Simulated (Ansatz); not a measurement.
# Where V_Br puts its levels in the gap of Na3BrO (Pm-3m), part 2 of 2

Wanted: the transition levels of a vacancy in Na3BrO (Pm-3m), from a cell of 60 host atoms with 1 Br taken out.

Ansatz; place-levels on PBEsol runs: charge-transition levels and formation energies with image-charge correction and potential alignment at the atomic sites.

So far. Step 3 (Placing the levels, PBEsol): Under PBEsol the gap is 1.94 eV, (+1/0) 1.68, (0/−1) 2.15 (outside the gap) (with band filling) eV.

**4. Effect of the sampling**

The relaxations' own energies give the levels at their sampling, for comparison.

The input, levels.relax_mesh.yaml:

```yaml
host:
  run: host.relax.run
  levels_from: { run: edges.relax.run }
states: [qm1.relax.run, q0_M1.relax.run, qp1.relax.run, qm1_M2.relax.run]
chemical_potentials:
  Br:
    energy: -2736.47272
    dataset: "<sha256 of the dataset>"
```

On the command line:

```
$ ansatz place-levels levels.relax_mesh.yaml -- --threads 4 --pin off --max-ram 7536MiB
```

Numbers of over 12 decimals in the logs are rounded to 6 here.

What it wrote:

```text
(+1/0) 1.705 eV above the valence edge, 0.233 eV under the conduction edge
[...]
formation energy of charge +1: +2.102 eV with the Fermi level at the valence edge
formation energy of charge 0: +3.806 eV with the Fermi level at the valence edge
formation energy of charge -1: +5.928 eV with the Fermi level at the valence edge
  edges by pbesol of host.levels_from (edges.relax.run), its mesh sampled to repeats of 27.25 Å (the valence edge +0.060 eV and the conduction edge -0.841 eV from those of the host's own run), gap 1.938 eV; the host is sampled to repeats of 13.63 Å
[... the lines on each state left out ...]
```

It took 0.17 s on 4 threads of Arm Neoverse V1, shared host.

Levels between neighbouring charges, in eV above the valence top:

|  | gap (eV) | (+1/0) | (0/−1) |
| --- | --- | --- | --- |
| one point at (¼, ¼, ¼) | 1.94 | 1.70 | 2.12 |
| a 2×2×2 shifted mesh | 1.94 | 1.68 | 2.15 |

Going from one point at (¼, ¼, ¼) to a 2×2×2 shifted mesh moves the levels that carry no band-filling term by up to 0.03 eV and formation energies against the elements by up to 0.03 eV; band-filling terms, which differ between samplings, are in these energies.

**5. place-levels, r2SCAN**

r2SCAN on the same structure is run to see how far the result rests on the functional, though not on the errors that semilocal functionals share; the sampling changes too, to one point at (¼, ¼, ¼), so differences hold both changes.

The input, qm1.r2scan/input.yaml:

```yaml
crystal:
  checkpoint: "../qm1.relax.run"
  host: checkpoint
total_charge: -1
basis:
  ecutwfc: 500
  xc_grid: 2
hamiltonian:
  xc: r2scan
kpoints:
  mp_grid: { grid: [1, 1, 1], shift: [0.25, 0.25, 0.25] }
scf:
  occupations: { method: fermi_dirac, width: 0.01 }
  max_iter: 80
output:
  forces: true
  eigenvalues: true
  charged_corrections:
    epsilon: 3.26
    static_epsilon: 9.4
    defect_position: [0.666667, 0.666667, 0.5]
  eigenstates: { localisation: true }
  populations: true
  band_densities: [{ bands: [v1, v1] }, { bands: [c1, c1] }]
  write_density: true
  write_potential: true
  volumetric_format: npy
  elf: true
checkpoint:
  write: "../qm1.r2scan.run"
  compress: false
  write_wavefunctions: false
  write_every: 100000
```

Run time: 53 s. Hardware: 4 threads; peak memory 2.5 GiB; 3.4 min of CPU time.

The input, levels.r2scan.yaml:

```yaml
host:
  run: host.r2scan.run
  levels_from: { run: edges.r2scan.run }
states: [qm1.r2scan.run, q0_M1.r2scan.run, qp1.r2scan.run, qm1_M2.r2scan.run]
geometry_from:
  qm1.r2scan.run: qm1.relax.run
  q0_M1.r2scan.run: q0_M1.relax.run
  qp1.r2scan.run: qp1.relax.run
  qm1_M2.r2scan.run: qm1_M2.relax.run
chemical_potentials:
  Br:
    energy: -2792.85859
    dataset: "<sha256 of the dataset>"
```

On the command line:

```
$ ansatz place-levels levels.r2scan.yaml -- --threads 4 --pin off --max-ram 7536MiB
```

What it wrote:

```text
(+1/0) 1.859 eV above the valence edge, 0.740 eV under the conduction edge
(0/-1) 2.763 eV above the valence edge, in the conduction band
formation energy of charge +1: +2.472 eV with the Fermi level at the valence edge
formation energy of charge 0: +4.330 eV with the Fermi level at the valence edge
formation energy of charge -1: +7.094 eV with the Fermi level at the valence edge
  edges by r2scan of host.levels_from (edges.r2scan.run), its mesh sampled to repeats of 27.25 Å (the valence edge +0.056 eV and the conduction edge -0.802 eV from those of the host's own run), gap 2.599 eV; the host is sampled to repeats of 13.63 Å
[... the lines on each state left out ...]
```

Wall time 0.28 s (4 threads).

Under r2SCAN the gap is 2.60 eV, (+1/0) 1.86, (0/−1) 2.76 (outside the gap) eV.

**6. What a wrong or other choice does**

The levels are placed again with one choice changed, to see how much they rest on it.

levels.try0.yaml is levels.point.yaml with these lines changed:

```diff
-epsilon: 3.26
-static_epsilon: 9.4
+epsilon: 1.0001
+static_epsilon: 1.0001
```

On the command line:

```
$ ansatz place-levels levels.try0.yaml -- --threads 4 --pin off --max-ram 7536MiB
```

What it wrote:

```text
(+1/0) 0.543 eV above the valence edge, 1.395 eV under the conduction edge
[...]
formation energy of charge +1: +3.233 eV with the Fermi level at the valence edge
formation energy of charge 0: +3.776 eV with the Fermi level at the valence edge
formation energy of charge -1: +5.928 eV with the Fermi level at the valence edge
vertical -1 to 0: no energy, since no alignment is typed
vertical +1 to 0: no energy, since no alignment is typed
vertical -1 to 0: no energy, since no alignment is typed
[...]
[... the lines on each state left out ...]
```

The change: no screening of the image charge.

Levels in eV above the valence top; the changed ones are not the defect's:

|  | gap (eV) | (+1/0) | (0/−1) |
| --- | --- | --- | --- |
| changed | 1.94 | 0.54 | 2.15 |
| as set up | 1.94 | 1.68 | 2.15 |

The largest shift is 1.13 eV, band-filling terms included.

**7. What a wrong or other choice does**

In this try the input is made faulty on purpose, to show what that does.

Another version of the file is tried.

levels.try1.yaml is levels.point.yaml with these lines changed:

```diff
-  run: host.point.run
+  run: qm1.point.run
```

On the command line:

```
$ ansatz place-levels levels.try1.yaml -- --threads 4 --pin off --max-ram 7536MiB
```

What it wrote:

```text
Error: host (qm1.point.run): the run's cell bears a charge of -1 e: a host is neutral
```

The change: a defect cell named as host.

No levels were formed: the file was rejected.

**8. The ladder**

Levels between neighbouring charges, in eV above each run's own valence top:

|  | gap (eV) | (+1/0) | (0/−1) | CPU time a state at this stage (restarts are quicker than cold starts) |
| --- | --- | --- | --- | --- |
| PBEsol, 2×2×2 shifted mesh | 1.94 | 1.68 | 2.15 | 11 min |
| r2SCAN on PBEsol structures, (¼, ¼, ¼) | 2.60 | 1.86 | 2.76 | 5.9 min |

**9. Results**

```
gap of the host                                                             : 1.94 eV (PBEsol)
level (plus 1/0)                                                            : 1.68 eV above the valence top
level (0/minus 1)                                                           : 2.15 eV above the valence top, past the conduction bottom (2.30 eV above the valence top without the band-filling term)
lowest of the charges placed, just above the valence top (0.02 eV)          : +1
lowest of the charges placed, just below the conduction bottom (0.02 eV)    : 0
lowest formation energy at mid-gap of the charges run, elemental references : 3.07 eV
```

In words: Of the charges placed (−1, 0 and +1), the lowest changes at 1.68 eV (+1/0) above the valence top, in a gap of 1.94 eV. Charges above +1 were not placed, so these runs say nothing of levels that involve them. States placed: +1 at 0 μB; 0 at 1 μB; −1 at 0 μB and 2 μB. Other spin states or structures, where not listed, weren't placed. The program finds carriers beyond a band edge of the host and adds a band-filling term at charge −1 (-0.15 eV); steps to such a charge show no bound level, and a defect level inside a band would be read the same way. Going from one point at (¼, ¼, ¼) to a 2×2×2 shifted mesh moves the levels that carry no band-filling term by up to 0.03 eV and formation energies against the elements by up to 0.03 eV; band-filling terms, which differ between samplings, are in these energies. The program doubts the alignment of potentials for at least one state, a sign that the cell is small. Keep in mind: PBEsol makes the gap too small and tends to spread out bound carriers; where a gas molecule sets a chemical potential or the host's formation energy, its binding is uncorrected.

[Logs are printed without paths, hosts, clocks, repeated set-up lines and the standing remarks that a program may print on its own settings, such as how far it seeks lower states.]

[Hosts, paths, dates, database ids (printed as entryN), source tags and the programs' standing remarks are cut or masked in the printed files.]

[Where a table of states has a column of steps, it counts the stored structures, which are thinned; the runs took as many ionic steps or more.]

[A defect's name tells the site on which it was built; relaxed atoms can leave that site.]

[For some hosts the program warned that the k-mesh of the response run may be too coarse for force constants and the static dielectric constant; such warnings are not shown here.]
